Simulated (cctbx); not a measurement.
# Diagnosing a refinement

Cell a = 12.9040 Å, b = 12.9040 Å, c = 12.9040 Å, α = 90.00°, β = 90.00°, γ = 90.00°; space group Fd-3m (no. 227, origin choice 1). The compound is Al2CoBi3N.

Simulated single-crystal data (cctbx): Cu Kα, λ = 1.54184 Å, to d = 0.8 Å, 70 % of the full sphere, strongest reflection 20000 counts, noise from counting, a 3 % proportional error and a noise floor of 15 counts (s.d.); no absorption.

An anisotropic refinement with weights 1/σ² prints:

```text
Rint 0.034, 132 unique reflections to 0.80 A
cycle     R1     wR2    GooF  max shift (A)
   1  0.0290  0.0674   5.330   0.00059
   2  0.0077  0.0161   1.272   0.00000
final R1 0.0077 wR2 0.0161 GooF 1.272  parameters 11  data/parameter 12.0
atom        x        y        z      Ueq    occ   su(xyz)  su(Uiso or U11)
Bi1    0.25000  0.93908  0.25000   0.0216  1.000  0.00002  0.0001
Co1    0.87500  0.87500  0.12500   0.0427  1.000  0.00000  0.0004
Al1    0.33177  0.33177  0.33177   0.0258  1.000  0.00012  0.0005
N1     0.37500  0.87500  0.12500   0.0448  1.000  0.00000  0.0027
difference map: max 0.80 min -0.96 rms 0.17
Q1    0.1039  0.1039  0.8961   32    0.85  0.50 A from Al1
Q2    0.0603  0.0603  0.9397   32    0.79  0.48 A from Al1
Q3    0.0308  0.0308  0.6765   96    0.63  0.59 A from Bi1
Q4    0.0000  0.0000  0.0000    8    0.62  1.83 A from Al1
Q5    0.0000  0.0000  0.5000    8    0.59  2.44 A from Bi1
Q6    0.0511  0.0511  0.3467   96    0.53  1.04 A from Bi1
```

**Question.** Can this result stand? If not, what is the likely fault?

Mend it. The fault: anomalous dispersion left out. Against the right model at the same level, R1 goes from 0.0061 to 0.0077 and GooF from 0.87 to 1.27. No atom is wrong: without f′ and f″ the atoms near an edge get the wrong scattering power, which U and the scale absorb. The signs are weak, and the output alone doesn't single this fault out.

The compound is Al2CoBi3N. The right model at the same level gives:

```text
Rint 0.034, 132 unique reflections to 0.80 A
cycle     R1     wR2    GooF  max shift (A)
   1  0.0239  0.0598   4.734   0.00115
   2  0.0061  0.0110   0.869   0.00000
final R1 0.0061 wR2 0.0110 GooF 0.869  parameters 11  data/parameter 12.0
atom        x        y        z      Ueq    occ   su(xyz)  su(Uiso or U11)
Bi1    0.25000  0.93908  0.25000   0.0206  1.000  0.00001  0.0001
Co1    0.87500  0.87500  0.12500   0.0366  1.000  0.00000  0.0003
Al1    0.33179  0.33179  0.33179   0.0308  1.000  0.00008  0.0004
N1     0.37500  0.87500  0.12500   0.0485  1.000  0.00000  0.0019
difference map: max 0.64 min -0.84 rms 0.14
Q1    0.0000  0.0000  0.5000    8    0.64  2.44 A from Bi1
Q2    0.0567  0.0567  0.4433   32    0.58  2.00 A from Bi1
Q3    0.0000  0.0000  0.0000    8    0.57  1.83 A from Al1
Q4    0.0527  0.0527  0.3463   96    0.48  1.06 A from Bi1
Q5    0.0314  0.0314  0.1851   96    0.45  1.72 A from Bi1
Q6    0.0547  0.0547  0.8466   96    0.44  1.05 A from Al1
```

The model is made up (kin elements in a known structure type, no relaxation), so it says nothing on whether the phase exists.

[Middle refinement cycles are left out of these outputs.]

[Logs are printed without paths, hosts, clocks, repeated set-up lines and the standing remarks that a program may print on its own settings, such as how far it seeks lower states.]
